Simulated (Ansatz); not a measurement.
# HfTc3, from a guessed structure to a relaxed one, part 2 of 2

Starting from a made-up structure for HfTc3, the aim is the relaxed cell, its shortest contacts and, where a second run follows, its electronic structure.

Ansatz 0.2.0; DFT, r2SCAN, plane-wave PAW, files of the set soft_1, scalar-relativistic, no spin, cell and ions relaxed at zero pressure; PAW set ansatz+soft_1 (the session's first sound run).

So far: Set-up; Relaxing cell and atoms. The relaxed cell has a = 3.984 Å (conventional setting).

## (3) Bands of the relaxed cell

A second self-consistent run takes a narrower smearing and the mesh shown in its input; the bands follow along the standard path of the relaxed lattice.

This step: DFT, r2SCAN, plane-wave PAW, files of the set soft_1, scalar-relativistic, no spin, bands and density of states at the relaxed cell; PAW set ansatz+soft_1 (Ansatz 0.2.0).

Contents of input.yaml:

```yaml
crystal:
  lattice:
    - [3.9841799748, 0.0, 0.0]
    - [0.0, 3.9841799748, 0.0]
    - [0.0, 0.0, 3.9841799748]
  atoms:
    - { symbol: Hf, position: [0.0, 0.0, 0.0] }
    - { symbol: Tc, position: [0.5, 0.5, 0.0] }
    - { symbol: Tc, position: [0.5, 0.0, 0.5] }
    - { symbol: Tc, position: [0.0, 0.5, 0.5] }
kpoints:
  mp_grid: { grid: [8, 8, 8] }
  band_path:
    path:
      - [[0.0, 0.0, 0.0], [0.0, 0.5, 0.0], [0.5, 0.5, 0.0], [0.0, 0.0, 0.0], [0.5, 0.5, 0.5], [0.0, 0.5, 0.0]]
      - [[0.5, 0.5, 0.0], [0.5, 0.5, 0.5]]
    npoints: 13
scf:
  occupations: { method: fermi_dirac, width: 0.03 }
  n_extra_bands: 8
hamiltonian:
  xc: r2scan
  pseudopotentials: { kind: paw, azcp: { Hf: "soft_1/Hf.paw.azcp" } }
output:
  forces: true
  stress: true
  write_bands: true
  dos: { projected: true }
  write_density: true
  write_potential: true
  elf: true
  volumetric_format: npy
```

Started as:

```sh
$ ansatz run input.yaml --threads 4 --pin off --max-ram 8192MiB --backend cpu --events-out ev --progress --plain --runs-dir out
```

Numbers of over 12 decimals in the logs are rounded to 6 here.

Output:

```text
[...]
Crystal: 4 atoms, lattice volume = 63.244 Å³
Basis set: ecut = 500 eV, 1575 PW (Γ), exchange–correlation on 120×120×120 points (64 copies of the dense FFT grid, shifted against one another)
Bands: 44, of which v1, the nominal top of the filled ones, is band 36 counted from 1 (35 counted from 0)
Symmetry: 48 space group operations
[...]
k-points: 35 of 512
[...]
SCF iter   1: F=—  HF=-31964.127750 eV  |F-HF|=—  |Δ(HF+E_count)|=         —  Δρ=1.07e-1  dr2=1.21e1  dr2_τ=1.10e0  ethr=3.10e-3  ⟨swp⟩=4.9  Hψ=4647  notcnv=0
[...]
SCF iter  10: F=-31962.162568 eV  HF=-31962.162568 eV  |F-HF|=8.63e-9  |Δ(HF+E_count)|=   7.58e-8  Δρ=3.31e-6  dr2=1.30e-8  dr2_τ=9.12e-10  ethr=1.41e-10  ⟨swp⟩=13.7  Hψ=10749  notcnv=0
SCF 1 converged in 10 iterations: F = -31962.162568 eV  dr2 = 1.30e-8
[...]
NSCF: frozen V_eff on 80 k-points
SCF converged after 10 iterations
Free energy (F): -31962.162568 eV
[...]
Internal energy: -31962.148332 eV  (E = F + TS)
E sigma→0 (E₀):  -31962.155450 eV
Entropy (-TS):   -0.014236 eV (-3.559 meV/atom)
Fermi energy:    21.303056 eV
[...]
--- Stress (GPa, compression-positive) ---
       -0.071275       0.000000       0.000000
        0.000000      -0.071275       0.000000
        0.000000       0.000000      -0.071275
  P = ⅓ Tr σ = -0.0713 GPa (-0.713 kbar)
--- Band table (eV; the first three rows and the last of 35) ---
  k-point 0: bands = [... 32 lower, 20.3568, 22.7874, 22.7874, 24.1721, 24.6547, 24.6547, 24.6547, 25.3712, ... 4 higher]
  k-point 1: bands = [... 32 lower, 20.4624, 22.5754, 22.8180, 23.5073, 23.5073, 23.9412, 24.5825, 24.6555, ... 4 higher]
  k-point 2: bands = [... 32 lower, 20.7180, 22.0060, 22.0696, 22.0696, 22.8346, 23.0366, 23.3324, 24.6574, ... 4 higher]
  k-point 34: bands = [... 32 lower, 20.3119, 20.8322, 20.8322, 22.3628, 22.8896, 22.8896, 22.8896, 24.1707, ... 4 higher]
```

Elapsed: 7.2 s, on 4 threads of Arm Neoverse V1, shared host; peak memory 0.56 GiB; 27 s of CPU time.

In the SCF lines HF is the Harris–Foulkes energy and dr2 the Hartree energy of the density residual, in eV; the loop may stop once dr2 is under the threshold and the program's other checks hold. Hψ counts applications of the Hamiltonian.

This step gave:

| Item | Value |
| --- | --- |
| free energy | -31962.1626 eV |
| energy at zero smearing | -31962.1555 eV |
| smearing term TS | 0.01424 eV |
| Fermi energy | 21.30 eV |
| pressure | -0.07127 GPa |

From bands.tsv, the bands that come nearest the Fermi level along the path, at its corners, in eV from the Fermi level:

```
point  band 32  band 33  band 34  band 35  band 36  band 37  band 38  band 39
    Γ    -0.95    -0.95     1.48     1.48     2.87     3.35     3.35     3.35
    X    -1.92    -1.92    -0.49    -0.10     0.35     0.35     0.49     1.86
    M    -1.95    -1.95    -1.81    -0.90    -0.19    -0.13    -0.13     0.69
    Γ    -0.95    -0.95     1.48     1.48     2.87     3.35     3.35     3.35
    R    -0.99    -0.99    -0.47    -0.47     1.06     1.59     1.59     1.59
    X    -1.92    -1.92    -0.49    -0.10     0.35     0.35     0.49     1.86
    M    -1.95    -1.95    -1.81    -0.90    -0.19    -0.13    -0.13     0.69
    R    -0.99    -0.99    -0.47    -0.47     1.06     1.59     1.59     1.59
```

Counts of states for the cell as run, both spins, by energy window (eV from the Fermi level):

| from | to | total |
| --- | --- | --- |
| -8 | -7 | 0.05 |
| -7 | -6 | 0.27 |
| -6 | -5 | 0.69 |
| -5 | -4 | 4.26 |
| -4 | -3 | 4.99 |
| -3 | -2 | 4.03 |
| -2 | -1 | 4.78 |
| -1 | 0 | 5.63 |
| 0 | 1 | 5.08 |
| 1 | 2 | 2.34 |
| 2 | 3 | 1.72 |
| 3 | 4 | 3.38 |

A further 46.0 states lie below the table's range.

ELF in the ac plane at fractional y = 0.000, with atoms of Hf and Tc within 0.2 Å of it. It is the smooth field of the valence electrons, not physical close to the nuclei.

Values, 14 rows by 14 columns, each cell a mean:
```
0.85 0.83 0.68 0.33 0.13 0.25 0.36 0.39 0.34 0.19 0.15 0.44 0.77 0.84
0.80 0.75 0.52 0.23 0.17 0.28 0.32 0.32 0.32 0.25 0.15 0.30 0.62 0.77
0.48 0.41 0.24 0.17 0.24 0.27 0.23 0.21 0.24 0.27 0.22 0.18 0.30 0.44
0.15 0.15 0.17 0.24 0.29 0.32 0.35 0.35 0.34 0.31 0.28 0.22 0.15 0.15
0.17 0.20 0.26 0.27 0.35 0.57 0.66 0.66 0.65 0.50 0.31 0.27 0.25 0.19
0.34 0.35 0.29 0.24 0.43 0.72 0.68 0.56 0.71 0.65 0.34 0.24 0.32 0.34
0.40 0.38 0.27 0.21 0.45 0.70 0.47 0.21 0.56 0.66 0.35 0.21 0.32 0.39
0.36 0.36 0.29 0.23 0.44 0.72 0.63 0.47 0.68 0.66 0.35 0.23 0.32 0.36
0.23 0.26 0.28 0.27 0.38 0.65 0.72 0.70 0.72 0.57 0.32 0.27 0.28 0.25
0.13 0.14 0.19 0.26 0.30 0.38 0.44 0.45 0.43 0.35 0.29 0.24 0.17 0.13
0.36 0.30 0.19 0.19 0.26 0.27 0.23 0.21 0.24 0.27 0.24 0.17 0.23 0.33
0.72 0.66 0.43 0.19 0.19 0.28 0.29 0.27 0.29 0.26 0.17 0.24 0.52 0.68
0.84 0.83 0.66 0.30 0.14 0.26 0.36 0.38 0.35 0.20 0.15 0.41 0.75 0.83
0.85 0.84 0.72 0.36 0.13 0.23 0.36 0.40 0.34 0.17 0.15 0.48 0.80 0.85
```
Columns run along a (4.0 Å), rows up along c (4.0 Å). Atoms in or near the plane, at fractional coordinates: Hf at (0.00, 0.00), Tc at (0.50, 0.50).

Valence density in the ac plane at fractional y = 0.000, with atoms of Hf and Tc within 0.2 Å of it. It is the smooth field of the valence electrons, not physical close to the nuclei.

Values in e/Å³, 14 rows by 14 columns, each cell a mean:
```
35 20  5  1  0  0  0  0  0  0  0  1  8 25
11  7  2  1  0  0  0  0  0  0  0  1  3  8
 2  1  1  0  0  0  0  0  0  0  0  0  1  1
 0  0  0  0  0  1  1  1  1  1  0  0  0  0
 0  0  0  0  1  2  3  4  3  1  1  0  0  0
 0  0  0  0  1  4  7  7  6  3  1  0  0  0
 0  0  0  0  2  5  7  6  7  4  1  0  0  0
 0  0  0  0  1  5  7  7  7  3  1  0  0  0
 0  0  0  0  1  3  5  5  4  2  1  0  0  0
 0  0  0  0  0  1  1  2  1  1  0  0  0  0
 1  1  0  0  0  0  0  0  0  0  0  0  1  1
 6  4  1  0  0  0  0  0  0  0  0  1  2  5
29 16  4  1  0  0  0  0  0  0  0  1  7 20
51 29  6  1  0  0  0  0  0  0  0  2 11 35
```
Columns run along a (4.0 Å), rows up along c (4.0 Å). Atoms in or near the plane, at fractional coordinates: Hf at (0.00, 0.00), Tc at (0.50, 0.50).

Electrostatic potential energy in the ac plane at fractional y = 0.000, with atoms of Hf and Tc within 0.2 Å of it. With pseudopotentials it is smooth inside the atoms' cores, unlike the true potential.

Ten even steps from '0' (-106 eV) to '9' (24 eV), each cell a mean:
```
87789999999877
77789999999877
78899999999988
99999988899999
99998754589999
99998410158999
99997200048999
99997300158999
99998632479999
99999877889999
88999999999988
77899999999877
77789999999877
87789999999778
```
Columns run along a (4.0 Å; values clipped at the 3rd and 97th percentile), rows up along c (4.0 Å). Atoms in or near the plane, at fractional coordinates: Hf at (0.00, 0.00), Tc at (0.50, 0.50).

## (4) Summary of results

```json
{"space group, relaxed": "Pm-3m", "conventional cell": "a = 3.984, b = 3.984, c = 3.984 Å; α = 90.0°, β = 90.0°, γ = 90.0°", "volume per atom": "15.81 Å³ (guess 16.01)"}
```

In words: HfTc3 relaxes to Pm-3m with a = 3.984, b = 3.984 and c = 3.984 Å. The guessed volume was near the relaxed one. The space group Pm-3m was held in the relaxation, so the end point is a stationary structure within it and may be a saddle against distortions or other arrangements. Bands cross the Fermi level, so it is a metal or semimetal at this level. The electron count is odd, which forces that without spin polarisation or a larger cell. On the 8×8×8 mesh with the narrower smearing (relaxed on 7×7×7) the forces vanish, as symmetry may demand, and the largest stress component is 0.071 GPa, against the relaxation's thresholds of 0.015 eV/Å and 0.05 GPa. The cutoff wasn't tested. Spin-orbit coupling is left out, which can matter for elements this heavy. No dispersion term is used, so weakly bound directions may come out too long. Nothing here tests whether the compound is stable against decomposition.

[Logs are printed without paths, hosts, clocks, repeated set-up lines and the standing remarks that a program may print on its own settings, such as how far it seeks lower states.]

[Hosts, paths, dates, database ids (printed as entryN), source tags and the programs' standing remarks are cut or masked in the printed files.]
